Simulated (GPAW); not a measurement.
Two runs for the Ti L₃ edge of atom 1 in Ti (Titanium, P6_3/mmc). Run A: GPAW, LDA, excited-electron core hole (neutral cell), 8-atom cell with 5.5 Å between holes, 6×6×6 k points, dipole transitions, Gaussian full width 0.9 eV up to 4 eV, rising linearly to 3.5 eV at 25 eV. Run B differs in one choice.

Energy from the lowest empty level; intensity scaled to a mean of 1 over the first 20 eV:

| E (eV) | A | B |
| --- | --- | --- |
| -2.0 | 0.00 | 0.00 |
| -1.4 | 0.00 | 0.00 |
| -0.8 | 0.12 | 0.09 |
| -0.2 | 1.90 | 1.48 |
| 0.4 | 4.94 | 4.59 |
| 1.0 | 4.36 | 4.31 |
| 1.6 | 2.67 | 3.58 |
| 2.2 | 3.23 | 4.51 |
| 2.8 | 4.18 | 3.29 |
| 3.4 | 1.94 | 1.04 |
| 4.0 | 0.67 | 0.60 |
| 4.6 | 0.45 | 0.48 |
| 5.2 | 0.41 | 0.39 |
| 5.8 | 0.35 | 0.33 |
| 6.4 | 0.25 | 0.19 |
| 7.0 | 0.18 | 0.21 |
| 7.6 | 0.29 | 0.41 |
| 8.2 | 0.54 | 0.64 |
| 8.8 | 0.69 | 0.71 |
| 9.4 | 0.65 | 0.64 |
| 10.0 | 0.55 | 0.53 |
| 10.6 | 0.48 | 0.46 |
| 11.2 | 0.45 | 0.44 |
| 11.8 | 0.48 | 0.46 |
| 12.4 | 0.53 | 0.51 |
| 13.0 | 0.55 | 0.54 |
| 13.6 | 0.52 | 0.52 |
| 14.2 | 0.48 | 0.48 |
| 14.8 | 0.43 | 0.43 |
| 15.4 | 0.39 | 0.39 |
| 16.0 | 0.35 | 0.36 |
| 16.6 | 0.33 | 0.34 |
| 17.2 | 0.32 | 0.33 |
| 17.8 | 0.33 | 0.33 |
| 18.4 | 0.33 | 0.33 |
| 19.0 | 0.34 | 0.34 |
| 19.6 | 0.34 | 0.34 |
| 20.2 | 0.35 | 0.34 |
| 20.8 | 0.36 | 0.36 |
| 21.4 | 0.38 | 0.37 |
| 22.0 | 0.39 | 0.38 |
| 22.6 | 0.39 | 0.39 |
| 23.2 | 0.39 | 0.39 |
| 23.8 | 0.38 | 0.38 |
| 24.4 | 0.37 | 0.37 |
| 25.0 | 0.36 | 0.36 |
| 25.6 | 0.34 | 0.34 |
| 26.2 | 0.33 | 0.33 |
| 26.8 | 0.31 | 0.31 |
| 27.4 | 0.30 | 0.31 |
| 28.0 | 0.30 | 0.30 |
| 28.6 | 0.30 | 0.31 |
| 29.2 | 0.31 | 0.31 |
| 29.8 | 0.31 | 0.31 |
| 30.4 | 0.31 | 0.32 |
| 31.0 | 0.31 | 0.32 |
| 31.6 | 0.31 | 0.31 |

Q: What was changed?
a) the plane-wave cutoff
b) the broadening
c) the size of the supercell
d) the volume of the cell

(c): run B changes the supercell atoms from 8 to 2, and the k mesh follows the cell. The scaled spectrum changes by 22 % r.m.s. The highest intensity below 24 eV stays at 0.6 eV. Other settings could leave a like mark; this is the one that was changed.

[Hosts, paths, dates, database ids (printed as entryN), source tags and the programs' standing remarks are cut or masked in the printed files.]

[Lists of maxima count a maximum above −3 eV only where it reaches 4 % of the highest in the window and stands out from its surroundings by 2 % of it (1.5 % where it reaches 55 %); shoulders and weaker maxima are passed over, and of the rest the first, up to two pre-edge ones and the few strongest are named.]
